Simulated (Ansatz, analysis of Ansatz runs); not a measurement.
# S on a Se site in ZnSe: local vibrational mode against experiment, part 2 of 2

Subject: S on a Se site in ZnSe. Wanted: its local vibrational mode, in one set-up (LDA, 64-site cell, LDA lattice, 420 eV, k: the single point 1/4 1/4 1/4). The model is a cell of 64 host atoms with 1 Se taken out and 1 S put in. The frequencies come from force constants among the defect atom and its neighbours, with the masses of the isotopes named. A local or semilocal functional is the cheapest first rung.

Ansatz 0.2.0; LDA, 64-site cell, LDA lattice, 420 eV, k: the single point 1/4 1/4 1/4.

So far: The starting structure; Relaxation, charge 0.

## (2) Relaxation, charge 0 (continued)

Level of this step: plane-wave PAW DFT, LDA; relaxation of all atoms of a defect supercell (Ansatz).

Step by step:

```tsv
step	energy less that of the first step (eV)	largest force component (eV/Å)
1	0.0000	0.3490
2	-0.0943	0.1747
3	-0.1000	0.1277
4	-0.1165	0.0116
5	-0.1165	0.0117
6	-0.1166	0.0012
```

Forces are held to the 6 operations that the run works with; a distortion that breaks them can't arise in this run.

The atoms that moved most (Å):

```tsv
atom	dx	dy	dz	length
Zn12	0.053	0.053	-0.053	0.092
Zn42	-0.051	-0.051	-0.054	0.090
Zn27	0.054	-0.051	0.051	0.090
Zn57	-0.051	0.054	0.051	0.090
Se46	-0.018	-0.018	0.005	0.026
Se31	-0.005	-0.018	0.018	0.026
Se61	-0.018	-0.005	0.018	0.026
Se14	0.016	-0.018	-0.002	0.024
```

Neighbours of S16 at the end:

```tsv
atom	distance (Å)
Zn12	2.315
Zn27	2.322
Zn42	2.322
Zn57	2.322
Se13	3.912
Se6	3.912
Se7	3.912
Se15	3.913
Se14	3.913
Se29	3.913
Se45	3.913
Se38	3.913
Se23	3.913
Se31	3.914
Se46	3.914
Se61	3.914
```

This step gave:

```
free energy : -271673.7430 eV
```

The relaxation ends 1.8 meV an atom lower, with a largest force component of 0.0012 eV/Å.

## (3) Local vibrational modes

A local mode lives on the defect and the atoms next to it, so only the sites listed in the input are displaced, which costs far fewer SCF runs than the whole cell would.

This step: plane-wave PAW DFT, LDA; finite-displacement force constants among the atoms nearest to a defect, the others at rest.

File modes/input.yaml:

```yaml
crystal:
  lattice:
    - [11.1350127, 0.0, 0.0]
    - [0.0, 0.0, -11.1350127]
    - [0.0, 11.1350127, 0.0]
  atoms:
    - { symbol: Zn, position: [0.000191927, 0.000191927, 7.8659e-05] }
    - { symbol: Zn, position: [0.000816269, 0.250410808, 0.250816269] }
[... 9 atom lines left out ...]
    - { symbol: Zn, position: [0.25475214, 0.25475214, 0.50475214] }
[... 1 atom line left out ...]
    - { symbol: Se, position: [0.126424495, 0.375157871, 0.873361309] }
[... 1 atom line left out ...]
    - { symbol: S, position: [0.374804207, 0.374804207, 0.624804207] }
[... 6 atom lines left out ...]
    - { symbol: Se, position: [0.375157871, 0.623361309, 0.376424495] }
[... 3 atom lines left out ...]
    - { symbol: Zn, position: [0.254826557, 0.495408039, 0.745408039] }
[... 1 atom line left out ...]
    - { symbol: Se, position: [0.126424495, 0.623361309, 0.625157871] }
[... 1 atom line left out ...]
    - { symbol: Se, position: [0.374532575, 0.623367785, 0.873367785] }
[... 6 atom lines left out ...]
    - { symbol: Se, position: [0.623361309, 0.375157871, 0.376424495] }
[... 3 atom lines left out ...]
    - { symbol: Zn, position: [0.495408039, 0.254826557, 0.745408039] }
[... 3 atom lines left out ...]
    - { symbol: Se, position: [0.623367785, 0.374532575, 0.873367785] }
[... 10 atom lines left out ...]
    - { symbol: Zn, position: [0.495408039, 0.495408039, 0.504826557] }
[... 3 atom lines left out ...]
    - { symbol: Se, position: [0.623367785, 0.623367785, 0.624532575] }
[... 2 atom lines left out ...]
    - { symbol: Se, position: [0.874853028, 0.874853028, 0.624887181] }
basis:
  ecutwfc: 420
  xc_grid: 2
hamiltonian:
  xc: lda
kpoints:
  mp_grid: { grid: [1, 1, 1], shift: [0.25, 0.25, 0.25] }
scf:
  occupations: { method: fermi_dirac, width: 0.01 }
  max_iter: 120
output: {}
checkpoint:
  read: "../relax.run"
phonons:
  supercell: [1, 1, 1]
  displaced_sites: [11, 15, 26, 41, 56]
```

Launch:

```console
$ ansatz run input.yaml --threads 4 --pin off --max-ram 7536MiB --backend cpu --events-out ev --progress --plain --runs-dir out
```

Numbers of over 12 decimals in the logs are rounded to 6 here.

What it wrote:

```text
[...]
Crystal: 64 atoms, lattice volume = 1380.614 Å³
Basis set: ecut = 420 eV, 27081 PW (Γ), exchange–correlation on 150×150×150 points (8 copies of the dense FFT grid, shifted against one another)
Bands: 532, of which v1, the nominal top of the filled ones, is band 443 counted from 1 (442 counted from 0)
Symmetry: 6 space group operations
k-points: 1
[...]
iter 1 solved again at ethr=5.00e-12 eV; its pass at ethr=3.10e-3 eV (dr2=4.43e-8 eV) is discarded
[...]
SCF iter   6: F=-271673.742970 eV  HF=-271673.742970 eV  |F-HF|=5.82e-11  |Δ(HF+E_count)|=  5.82e-11  Δρ=2.80e-8  dr2=1.15e-11  ethr=1.00e-12  ⟨swp⟩=5.0  Hψ=2064  notcnv=0
SCF 1 converged in 6 iterations: F = -271673.742970 eV  dr2 = 1.15e-11
[...]
Symmetry: 2 space group operations
[...]
SCF 2 converged in 9 iterations: F = -271673.742951 eV  dr2 = 4.08e-12
[...]
symmetry images taken by strict's conditions (phonons.symmetry_images: auto; settled by no image being taken that strict refuses)
  force constants formed among 5 of 64 sites (Zn 11, S 15, Zn 26, Zn 41, Zn 56); the other 59 at rest. The modes move the named sites alone.
  the frequencies, the zero-point energy and the sums are of the block with the acoustic sum rule laid on its rows. Row sums over every site: 5.6e-5 eV/Å² at the most
  transpose residual: 3.8e-5 eV/Å²
  largest component of a force at the reference: 4.7e-4 eV/Å on a named site, 1.2e-3 eV/Å on a site at rest
  frequencies among the named sites at Γ of the cell (cm⁻¹): 112.54 113.73 113.73 159.88 160.80 160.80 165.45 165.45 167.14 168.71 168.71 192.99 301.31 301.64 301.64
  unstable modes among the named sites: 0
  frequencies as built, with no sum rule (cm⁻¹): 112.54 113.72 113.72 159.88 160.80 160.80 165.45 165.45 167.14 168.71 168.71 192.99 301.31 301.64 301.64
  zero-point energy: 0.170760 eV/cell   skipped modes (ω ≤ 0): 0
  not written: the harmonic force-constant file, the file of eigenvectors (these modes' are written with the force constants), the density of states and the dispersion, which are of every site
[key lines of the parts left out:]
SCF converged after 6 iterations
Free energy (F): -271673.742970 eV
Fermi energy:    8.179290 eV
```

Elapsed: 2.9 min, on 4 threads of Intel Xeon Platinum 8559C (Emerald Rapids), shared host; peak memory 3.7 GiB.

Reading the cycles: dr2 is the Hartree energy of the density residual (eV), the measure of convergence; HF is the Harris–Foulkes estimate of the energy, which meets the free energy F at convergence.

Read from the output:

| Item | Value |
| --- | --- |
| free energy | -271673.7430 eV |

The modes with the largest weight on the probed atoms (the light atom of a pair), for the masses of each isotope. Modes of the displaced atoms (local only where they lie over the host's phonons):

```tsv
isotopes	mode (cm⁻¹)	share of the defect atoms
n	301.6	0.843
n	301.6	0.843
n	301.3	0.832
```

## (4) What came out

| Item | Value |
| --- | --- |
| distance from the defect atom to its nearest neighbour | 2.315 Å |
| threefold local mode of S | 302 cm⁻¹ |
| time of the whole chain | 4.6 min on 4 threads |

**Reading.** Threefold local mode of S: computed 302 cm⁻¹, measured 297 cm⁻¹; 5 cm⁻¹ (2 %) above the measurement. Only the named neighbours move, so modes near the host's band are approximate.

[Logs are printed without paths, hosts, clocks, repeated set-up lines and the standing remarks that a program may print on its own settings, such as how far it seeks lower states.]

[Hosts, paths, dates, database ids (printed as entryN), source tags and the programs' standing remarks are cut or masked in the printed files.]

[For some hosts the program warned that the k-mesh of the response run may be too coarse for force constants and the static dielectric constant; such warnings are not shown here.]
